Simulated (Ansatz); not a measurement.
## What BiAs (model cell, started as NiAs type) distorts into

Wanted: the energy along a soft mode of BiAs (model cell, started as NiAs type) and the structure at the end.

Main program and level: Ansatz 0.2.0; DFT PBE, scalar-relativistic, plane waves, PAW.

The structure was built from a prototype and need not be the compound's stable phase.

## Step 1: The structure

Symmetry: P6_3/mmc, No. 194, hexagonal system. The conventional cell has a = 4.177 Å, b = 4.177 Å, c = 7.414 Å, α = 90.00°, β = 90.00°, γ = 120.00°. Bi has 6 As at 3.04 Å nearest. As has 6 Bi at 3.04 Å nearest. Farther neighbours are not listed.

## Step 2: Phonons on a q mesh

The cell comes from relaxations at this level that are not shown. Stability and thermal properties need the whole zone. Linear response on a 2×2×2 q mesh gives force constants as far as a supercell of that size would.

The input, input.yaml:

```yaml
crystal:
  lattice:
    - [4.1773176012, 0.0, 0.0]
    - [-2.0886588006, 3.6176631623, 0.0]
    - [0.0, 0.0, 7.4141078752]
  atoms:
    - { symbol: Bi, position: [0.0, 0.0, 0.0] }
    - { symbol: Bi, position: [0.0, 0.0, 0.5] }
    - { symbol: As, position: [0.3333333333, 0.6666666667, 0.25] }
    - { symbol: As, position: [0.6666666667, 0.3333333333, 0.75] }
kpoints:
  mp_grid: { grid: [12, 12, 6] }
hamiltonian:
  xc: pbe
scf:
  occupations: { method: methfessel_paxton, width: 0.2 }
output:
  eigenvalues: true
phonons:
  method: dfpt
  qmesh: [2, 2, 2]
  temperatures: { t_max: 1000, t_step: 50 }
  qpath:
    path:
      - [[0.0, 0.0, 0.0], [0.5, 0.0, 0.0], [0.33333333, 0.33333333, 0.0], [0.0, 0.0, 0.0], [0.0, 0.0, 0.5], [0.5, 0.0, 0.5], [0.33333333, 0.33333333, 0.5], [0.0, 0.0, 0.5]]
      - [[0.5, 0.0, 0.5], [0.5, 0.0, 0.0]]
      - [[0.33333333, 0.33333333, 0.5], [0.33333333, 0.33333333, 0.0]]
    npoints: 10
```

Launch:

```sh
ansatz run input.yaml --threads 4 --pin off --max-ram 7168MiB --backend cpu --events-out ev --progress --plain --runs-dir out
```

Numbers of over 12 decimals in the logs are rounded to 6 here.

The program printed:

```text
Warning: phonons: the dynamical matrix that this run interpolates holds no multipole term above the dipole-dipole one, and a site of this crystal is no centre of inversion, so its interpolated transverse optical and acoustic branches and sound speeds can stay off near Gamma, and the density of states and the thermodynamics with them. What a run solves at a wave vector of phonons.qpoints, Gamma apart, where the deck admits one, is free of this, and under fd what a larger phonons.supercell samples
Engine: ansatz 0.2.0, aarch64-unknown-linux-gnu
Pseudopotentials: kind: paw
Pseudopotential: Bi, paw, valence charge 15, recommended cutoff 420 eV (normal), Bi.paw.azcp
Pseudopotential: As, paw, valence charge 15, recommended cutoff 420 eV (normal), As.paw.azcp
Functional definition: PBE
  parameter kappa = 0.804
  parameter beta = 0.066725
  exchange = pbe_x(kappa = kappa, mu = beta*pi^2/3)
  correlation = pbe_c(beta = beta)
Crystal: 4 atoms, lattice volume = 112.043 Å³
Basis set: ecut = 420 eV, 2143 PW (Γ), exchange–correlation on 60×60×100 points (8 copies of the dense FFT grid, shifted against one another)
Bands: 36, of which v1, the nominal top of the filled ones, is band 30 counted from 1 (29 counted from 0)
Symmetry: 24 space group operations
k-points: 76 of 864
Non-local potential: Bi, projectors of the file, l = 0: 2, l = 1: 2, l = 2: 2, l = 3: 2
Non-local potential: As, projectors of the file, l = 0: 2, l = 1: 2, l = 2: 3, l = 3: 1
PAW form: soft (Blöchl's): semilocal exchange-correlation on the pseudo side does not see the compensation charge
PAW one-centre angular grid: Bi, 590 points (default); XC on 64 Gauss nodes
PAW one-centre angular grid: As, 590 points (default); XC on 64 Gauss nodes
Initial density: superposition of atomic densities (neutral atoms: chi_scale 0, normalization atom), corrected by the library's trained network
Initial wavefunctions: pseudopotential atomic-orbital guess
Functional: x = pbe(κ = 0.804, μ = 0.219515), c = pbe(β = 0.066725)
SCF iter   1: F=—  HF=-34505.044584 eV  |F-HF|=—  |Δ(HF+E_count)|=         —  Δρ=1.12e-3  dr2=1.73e-3  ethr=1.77e-3  ⟨swp⟩=6.3  Hψ=10678  notcnv=0
preconditioner: auto → LDOS  [metal: Δε(μ)=0.018 eV  Ē_g=8.356 eV  σ=0.200 eV  W_gap=0.08  n_scr=34 (ndim 8)  ℏωp=15.7 eV  f_vac=0.011  D(μ)=1.78/eV (n_scr^D=4)  β→1.0]
SCF iter   2: F=—  HF=-34505.043757 eV  |F-HF|=—  |Δ(HF+E_count)|=   8.27e-4  S|Δr|=    0.00e0  Δρ=6.76e-4  dr2=4.54e-4  ethr=2.88e-6  ⟨swp⟩=2.2  Hψ=5645  notcnv=0
SCF iter   3: F=—  HF=-34505.043584 eV  |F-HF|=—  |Δ(HF+E_count)|=   1.73e-4  S|Δr|=    0.00e0  Δρ=1.08e-4  dr2=1.24e-5  ethr=7.56e-7  ⟨swp⟩=2.4  Hψ=4920  notcnv=0
SCF iter   4: F=—  HF=-34505.043577 eV  |F-HF|=—  |Δ(HF+E_count)|=   6.97e-6  S|Δr|=    0.00e0  Δρ=2.18e-5  dr2=8.75e-7  ethr=2.07e-8  ⟨swp⟩=2.0  Hψ=4951  notcnv=0
SCF iter   5: F=—  HF=-34505.043583 eV  |F-HF|=—  |Δ(HF+E_count)|=   5.19e-6  S|Δr|=    0.00e0  Δρ=7.93e-6  dr2=9.82e-8  ethr=1.46e-9  ⟨swp⟩=2.0  Hψ=4947  notcnv=0
SCF iter   6: F=—  HF=-34505.043583 eV  |F-HF|=—  |Δ(HF+E_count)|=   4.94e-8  S|Δr|=    0.00e0  Δρ=2.54e-6  dr2=6.57e-9  ethr=1.64e-10  ⟨swp⟩=2.0  Hψ=4948  notcnv=0
SCF iter   7: F=—  HF=-34505.043583 eV  |F-HF|=—  |Δ(HF+E_count)|=   3.79e-9  S|Δr|=    0.00e0  Δρ=4.76e-7  dr2=1.97e-10  ethr=1.09e-11  ⟨swp⟩=2.0  Hψ=4954  notcnv=0
SCF iter   8: F=-34505.043583 eV  HF=-34505.043583 eV  |F-HF|=7.28e-12  |Δ(HF+E_count)|=  7.28e-12  S|Δr|=    0.00e0  Δρ=5.34e-8  dr2=4.21e-12  ethr=1.00e-12  ⟨swp⟩=7.6  Hψ=15697  notcnv=0
SCF 1 converged in 8 iterations: F = -34505.043583 eV  dr2 = 4.21e-12
  greatest PAW one-centre occupation: 0.999 electrons in one spin orbital (limit 2), on the As atom at site 3 (counted from 0), in its partial waves of l = 2
Initial density: read from a saved state, or passed on in memory by an earlier SCF of this step, an earlier step, the calling program or the single point that the run made first
iter 1 solved again at ethr=1.11e-7 eV; its pass at ethr=3.10e-3 eV (dr2=6.68e-5 eV) is discarded
SCF iter   1: F=—  HF=-34505.043592 eV  |F-HF|=—  |Δ(HF+E_count)|=         —  Δρ=7.71e-7  dr2=4.03e-10  ethr=1.11e-7  ⟨swp⟩=3.2  Hψ=18175  notcnv=0
eigensolver tolerance schedule: the retry pair's looser diagonalisation over-reported the residual by 165623.72 of it (diagonalisation noise at an unbounded share of the residual, at the tolerance the schedule requests for it); recorded, not acted on — ethr = c·dr2/N_el stays at c = 1.0e-1
preconditioner: auto → LDOS  [metal: Δε(μ)=0.020 eV  Ē_g=8.356 eV  σ=0.200 eV  W_gap=0.08  n_scr=34 (ndim 8)  ℏωp=15.7 eV  f_vac=0.012  D(μ)=1.79/eV (n_scr^D=4)  β→1.0]
SCF iter   2: F=—  HF=-34505.043583 eV  |F-HF|=—  |Δ(HF+E_count)|=   9.41e-6  S|Δr|=    0.00e0  Δρ=1.19e-6  dr2=1.65e-9  ethr=1.00e-12  ⟨swp⟩=4.5  Hψ=8783  notcnv=0
SCF iter   3: F=—  HF=-34505.043583 eV  |F-HF|=—  |Δ(HF+E_count)|=   1.63e-9  S|Δr|=    0.00e0  Δρ=5.41e-7  dr2=2.04e-10  ethr=1.00e-12  ⟨swp⟩=2.0  Hψ=5021  notcnv=0
SCF iter   4: F=—  HF=-34505.043583 eV  |F-HF|=—  |Δ(HF+E_count)|=  1.38e-10  S|Δr|=    0.00e0  Δρ=3.09e-7  dr2=6.87e-11  ethr=1.00e-12  ⟨swp⟩=1.0  Hψ=2736  notcnv=0
SCF iter   5: F=—  HF=-34505.043583 eV  |F-HF|=—  |Δ(HF+E_count)|=  3.64e-11  S|Δr|=    0.00e0  Δρ=1.58e-7  dr2=1.76e-11  ethr=1.00e-12  ⟨swp⟩=1.0  Hψ=2736  notcnv=0
SCF iter   6: F=—  HF=-34505.043583 eV  |F-HF|=—  |Δ(HF+E_count)|=  1.46e-11  S|Δr|=    0.00e0  Δρ=1.15e-7  dr2=9.73e-12  ethr=1.00e-12  ⟨swp⟩=3.1  Hψ=7671  notcnv=0
SCF iter   7: F=-34505.043583 eV  HF=-34505.043583 eV  |F-HF|=7.28e-12  |Δ(HF+E_count)|=    0.00e0  S|Δr|=    0.00e0  Δρ=5.80e-8  dr2=2.38e-12  ethr=1.00e-12  ⟨swp⟩=2.0  Hψ=5329  notcnv=0
SCF 2 converged in 7 iterations: F = -34505.043583 eV  dr2 = 2.38e-12
phonons: the bands overlap, so this run is a metal and interpolates without the dipole-dipole term. If the crystal is really an insulator or semiconductor, its LO-TO splitting is missing
NSCF: frozen V_eff on 76 k-points
NSCF: frozen V_eff on 242 k-points
DFPT response loops at q = (0, 0, 0) (fractional): preconditioner auto → Kerker (q_TF=auto, 2.459 Å⁻¹) (partly filled bands, converged f_vac=0.012); β = 1.00, the filter's whole step (`scf.mixing.beta` (0.50) is not read by the response loops under this deck's `scf.mixing.preconditioner`; to damp them name `kerker` or `kerker_dos`, under which they read `scf.mixing.beta`, and type it under 1.00, their step now; both keys bind the ground state too); Broyden in place of MSR1
NSCF: frozen V_eff on 484 k-points
DFPT response loops at q = (0, 0, -0.5) (fractional): mixed as the last ones told, above
NSCF: frozen V_eff on 484 k-points
DFPT response loops at q = (0, -0.5, 0) (fractional): mixed as the last ones told, above
NSCF: frozen V_eff on 484 k-points
DFPT response loops at q = (0, -0.5, -0.5) (fractional): mixed as the last ones told, above
SCF converged after 8 iterations
Stability not checked: this state was not tested for a lower state beside it, because cold or Methfessel-Paxton smearing, or corrected tetrahedra, fill the levels in a way that the test cannot read (fill_not_monotonic; see scf.lower_state_search)
Free energy (F): -34505.043583 eV
Harris-Foulkes:  -34505.043583 eV  (|F-HF|=7.28e-12)
Internal energy: -34505.040586 eV  (E = F + TS)
E sigma→0 (E₀):  -34505.042833 eV
Entropy (-TS):   -0.002996 eV (-0.749 meV/atom)
Fermi energy:    10.095159 eV
--- Per-component energies (eV) ---
  E_band       = -674.208203
  E_kinetic    = 807.120202
  E_local      = -6490.644769  (includes V_loc(G=0)·N_el)
  E_nonlocal   = -220.099583
  E_hartree    = 2891.003301
  E_xc         = -460.966640
  E_vxc        = -446.646235  (∫ρ·V_xc dr)
  E_paw        = -24995.058689  (= ΣΔE_a)
  E_vpaw       = -105.943458  (= ΣTr[D̂ρ^β])
  E_aug_tail   = -0.000873  (compensation charges beyond the density's cutoff)
  E_ewald      = -6036.393534
  E_smearing   = -0.002996  (= −TS)
  E_closure    = 0.000000  (closes the sum)
  Σ components = -34505.043583   (vs F -34505.043583, Δ=0.00e0)
--- Band table (eV; the first three rows and the last of 76) ---
  k-point 0: bands = [... 26 lower, 8.6592, 9.7892, 9.7892, 9.7982, 10.7630, 11.5749, 11.5749, 12.5973, ... 2 higher]
  k-point 1: bands = [... 26 lower, 8.7182, 9.5443, 9.6860, 9.6860, 11.0896, 11.6436, 11.6436, 12.5148, ... 2 higher]
  k-point 2: bands = [... 26 lower, 8.8875, 9.1301, 9.4353, 9.4353, 11.7207, 11.8199, 11.8199, 12.3085, ... 2 higher]
  k-point 75: bands = [... 26 lower, 7.4656, 7.4656, 9.0113, 9.0113, 9.6561, 9.6561, 13.9091, 13.9091, ... 2 higher]
--- Phonons (Γ-DFPT): 4 representative perturbations + reference (Σ response iterations 12) ---
  ASR residual: 5.829e-5 → 0.000e0 eV/Å²; symmetrization residual: 1.760e-5 eV/Å²
  ASR residual per site (eV/Å²): 5.57e-5 5.57e-5 5.83e-5 5.83e-5
  Γ frequencies (cm⁻¹): -113.16 0.00 0.00 0.00 37.97 37.97 85.20 85.20 114.71 125.57 125.57 149.83
--- Phonons (arbitrary-q DFPT): 4 irreducible q on the 2×2×2 mesh ---
  q = [0.0000, 0.0000, 0.0000] (star 1, of the zone-centre solve; hermiticity 5.54e-6, symmetrization 1.74e-11): -113.16 -0.00 -0.00 0.00 37.97 37.97 85.20 85.20 114.71 125.57 125.57 149.83
  q = [0.0000, 0.0000, -0.5000] (star 1, 4 solved perturbations in 590 linear systems a pass and spin channel, the states on 242 of 864 k-point pairs; hermiticity 4.30e-6, symmetrization 5.17e-11): 35.70 35.70 35.70 35.70 79.96 79.96 117.25 117.25 117.25 117.25 135.87 135.87
  q = [0.0000, -0.5000, 0.0000] (star 3, 6 solved perturbations in 1242 linear systems a pass and spin channel, the states on 242 of 864 k-point pairs; hermiticity 6.63e-6, symmetrization 2.74e-13): -85.32 17.40 25.01 55.60 60.09 61.06 86.26 91.86 115.53 123.27 131.31 137.08
  q = [0.0000, -0.5000, -0.5000] (star 3, 6 solved perturbations in 1242 linear systems a pass and spin channel, the states on 242 of 864 k-point pairs; hermiticity 7.10e-6, symmetrization 1.97e-13): 45.29 45.29 50.62 50.62 70.07 70.07 112.17 112.17 113.69 113.69 130.31 130.31
  sum rule: each row above includes the acoustic sum rule's correction from the zone centre's row sums; it moved no ω² by more than (0.46 cm⁻¹)²
  mesh force constants: q→R imaginary residual 2.26e-17; ASR residual 5.829e-5 → 0.000e0 eV/Å²; symmetrization residual 4.441e-15 eV/Å²
  interpolated dispersion: 93 rows × 12 modes
  density of states and harmonic sums: on the 18×18×10 q-mesh, interpolated from the force constants of a 2×2×2 supercell (no non-analytic term)
  largest difference from the sums on the solved wave vectors: F 8.90e-2 eV, S 1.26e-4 and C_V 4.01e-5 eV/K
  zero-point energy: 0.059985 eV/cell   skipped modes (ω ≤ 0): 102, of them read as no rigid motion or as one in doubt: 99 (4.395e-1 modes/cell left out, lowest -113.16 cm⁻¹)   left out of the sums: 3.67e-2 of the cell's modes: C_V's classical limit lies that fraction below 3 k_B per atom; for a crystal, a wire or a layer, F and S can be off by more, and a phonons.interpolated_qmesh denser along its periods is the remedy for the sampling
```

Run time: 6.2 min. Hardware: 4 threads of Arm Neoverse V2, shared host; peak memory 2.6 GiB.

This step gave:

| Item | Value |
| --- | --- |
| volume per atom | 28.01 Å³ |
| gap on the k-mesh | 0 eV |
| sum-rule residual before enforcement | 5.83e-5 eV/Å² |
| lowest frequency on the path | -113.2 cm⁻¹ |
| point group | 6/mmm |
| highest frequency on the path or at a solved wavevector | 159.4 cm⁻¹ |
| highest optical mode at the zone centre (no LO-TO term) | 149.8 cm⁻¹ |
| lowest optical zone-centre mode | -113.2 cm⁻¹ |
| lowest mode on the q mesh (acoustic modes at Γ apart) | -113.2 cm⁻¹ |

Frequencies (cm⁻¹) solved at each irreducible wavevector; negative means imaginary. Frequencies by wavevector, by row:

```
q in reciprocal lattice units  star  mode 1  mode 2  mode 3  mode 4  mode 10  mode 11  mode 12
                        0 0 0     1  -113.2       0       0       0    125.6    125.6    149.8
                     0 0 -0.5     1    35.7    35.7    35.7    35.7    117.2    135.9    135.9
                     0 -0.5 0     3   -85.3    17.4      25    55.6    123.3    131.3    137.1
                  0 -0.5 -0.5     3    45.3    45.3    50.6    50.6    113.7    130.3    130.3
```

Interpolated from a 2×2×2 q mesh, rough between the solved points. Phonon branches along the path, in cm⁻¹:

```
    point  branch 1  branch 2  branch 3  branch 4  branch 9  branch 10  branch 11  branch 12
        Γ      -113         0         0         0       115        126        126        150
  halfway       -69        23        35        51       112        112        113        123
        M       -85        17        25        56       116        123        131        137
  halfway       -63        40        42        56       114        117        122        130
        K        35        35        39        62       114        116        116        121
  halfway       -54        25        28        55       107        108        114        121
        Γ      -113         0         0         0       115        126        126        150
  halfway       -37        24        24        38        99        125        125        159
        A        36        36        36        36       117        117        136        136
  halfway        41        41        52        52       120        120        127        127
        L        45        45        51        51       114        114        130        130
  halfway        48        48        51        51       118        118        128        128
        H        45        45        54        54       123        123        124        124
  halfway        44        44        52        52       121        121        125        125
        A        36        36        36        36       117        117        136        136
jump to L        45        45        51        51       114        114        130        130
  halfway       -17        29        42        54       119        121        136        136
        M       -85        17        25        56       116        123        131        137
jump to H        45        45        54        54       123        123        124        124
  halfway        38        54        54        56       118        119        119        123
        K        35        35        39        62       114        116        116        121
```

Symmetry leaves 4 wavevectors to solve. The lowest mode among them, the acoustic zeros apart, lies at Γ and is imaginary, 113.2i cm⁻¹, so the energy falls along it.

## Step 3: The mode frozen in, largest atomic shift 0 Å

The mode followed lies at Γ with frequency 113.2i cm⁻¹, the softest among the wavevectors solved. At small amplitude the distorted cell has space group no. 186 by a symmetry search on the positions. The undistorted cell that holds it gives the zero of energy on the same k mesh.

input.yaml, the sections that differ from step 2:

```yaml
output:
  forces: true
  stress: true
  eigenvalues: true
# crystal, kpoints, hamiltonian, scf: as in step 2
# phonons: removed
```

The program printed:

```text
[...]
Crystal: 4 atoms, lattice volume = 112.043 Å³
Basis set: ecut = 420 eV, 2143 PW (Γ), exchange–correlation on 60×60×100 points (8 copies of the dense FFT grid, shifted against one another)
Bands: 36, of which v1, the nominal top of the filled ones, is band 30 counted from 1 (29 counted from 0)
Symmetry: 24 space group operations
[...]
k-points: 76 of 864
[...]
k-point 0: bands = [... 26 lower, 8.6592, 9.7892, 9.7892, 9.7982, 10.7629, 11.5749, 11.5749, 12.5973, ... 2 higher]
  k-point 1: bands = [... 26 lower, 8.7182, 9.5443, 9.6860, 9.6860, 11.0896, 11.6436, 11.6436, 12.5148, ... 2 higher]
  k-point 2: bands = [... 26 lower, 8.8875, 9.1300, 9.4353, 9.4353, 11.7206, 11.8199, 11.8199, 12.3085, ... 2 higher]
  k-point 75: bands = [... 26 lower, 7.4656, 7.4656, 9.0113, 9.0113, 9.6561, 9.6561, 13.9091, 13.9091, ... 2 higher]
[key lines of the parts left out:]
SCF converged after 6 iterations
Free energy (F): -34505.043583 eV
Fermi energy:    10.095132 eV
P = ⅓ Tr σ = -0.0003 GPa (-0.003 kbar)
```

The job ended after 3.4 s (4 threads; peak memory 0.55 GiB; 13 s of CPU time).

This step gave:

| Quantity | Value |
| --- | --- |
| pressure | -3.50e-4 GPa |
| energy from the undistorted cell | 0 meV/atom |

The run ends at a pressure of 0.00 GPa.

## Step 4: The mode frozen in, largest atomic shift 0.22 Å

The atoms are moved along the unstable eigenvector, the largest shift by 0.22 Å, with the cell fixed.

input.yaml, the sections that differ from step 3:

```yaml
crystal:
  lattice:
    - [4.1773176012, 0.0, 0.0]
    - [-2.0886588006, 3.6176631623, 0.0]
    - [0.0, 0.0, 7.4141078752]
  atoms:
    - { symbol: Bi, position: [0.0, 0.0, -0.0106381287] }
    - { symbol: Bi, position: [0.0, 0.0, 0.4893618713] }
    - { symbol: As, position: [0.3333333333, 0.6666666667, 0.2796731588] }
    - { symbol: As, position: [0.6666666667, 0.3333333333, 0.7796731588] }
# kpoints, hamiltonian, scf, output: as in step 3
```

The program printed:

```text
[...]
Crystal: 4 atoms, lattice volume = 112.043 Å³
Basis set: ecut = 420 eV, 2143 PW (Γ), exchange–correlation on 60×60×100 points (8 copies of the dense FFT grid, shifted against one another)
Bands: 36, of which v1, the nominal top of the filled ones, is band 30 counted from 1 (29 counted from 0)
Symmetry: 12 space group operations
[...]
k-point 0: bands = [... 26 lower, 8.5645, 9.4770, 9.5263, 9.5263, 11.0725, 11.7780, 11.7780, 12.5985, ... 2 higher]
  k-point 1: bands = [... 26 lower, 8.6182, 9.3344, 9.4474, 9.4474, 11.2844, 11.8205, 11.8206, 12.5252, ... 2 higher]
  k-point 2: bands = [... 26 lower, 8.7711, 9.0467, 9.2457, 9.2457, 11.7747, 11.9435, 11.9435, 12.3439, ... 2 higher]
  k-point 75: bands = [... 26 lower, 7.5529, 7.5529, 8.6308, 8.6308, 10.2600, 10.2600, 13.9206, 13.9206, ... 2 higher]
[key lines of the parts left out:]
SCF converged after 7 iterations
Free energy (F): -34505.164721 eV
Fermi energy:    10.334517 eV
P = ⅓ Tr σ = 2.1486 GPa (21.486 kbar)
```

Elapsed: 5.4 s, on 4 threads; peak memory 0.52 GiB.

This step gave:

| Property | Result |
| --- | --- |
| pressure | 2.149 GPa |
| energy from the undistorted cell | -30.91 meV/atom |

The energy, extrapolated to zero smearing, is -30.91 meV/atom against the undistorted cell.

The run ends at a pressure of 2.15 GPa, with forces up to 0.100 eV/Å.

## Step 5: Energy along the mode, all amplitudes (two of the runs are shown above)

An imaginary frequency means negative curvature, so the energy should fall and then rise again as anharmonic terms take over.

This step gave:

```yaml
depth_at_the_lowest_point_sampled: 30.91 meV/atom
largest_atomic_shift_at_that_point: 0.22 Å
```

Energy from the parent against largest atomic shift:

```
largest atomic shift (Å)  energy from the parent (meV/atom)
                   0.000                                  0
                   0.040                              -1.84
                   0.080                              -6.97
                   0.140                              -18.4
                   0.220                              -30.9
                   0.320                              -19.8
                   0.450                               67.7
```

Displacement at unit largest shift by atom:

```
atom  x (Å)  y (Å)  z (Å)  size
 Bi1   0.00   0.00  -0.36  0.36
 Bi2   0.00   0.00  -0.36  0.36
 As3   0.00   0.00   1.00  1.00
 As4   0.00   0.00   1.00  1.00
```

The lowest of the steps tried is at 0.22 Å, 30.9 meV/atom below the parent; the bottom of the well need not coincide with a step.

(Continued in part 2 of 2.)

[Logs are printed without paths, hosts, clocks, repeated set-up lines and the standing remarks that a program may print on its own settings, such as how far it seeks lower states.]

[Hosts, paths, dates, database ids (printed as entryN), source tags and the programs' standing remarks are cut or masked in the printed files.]
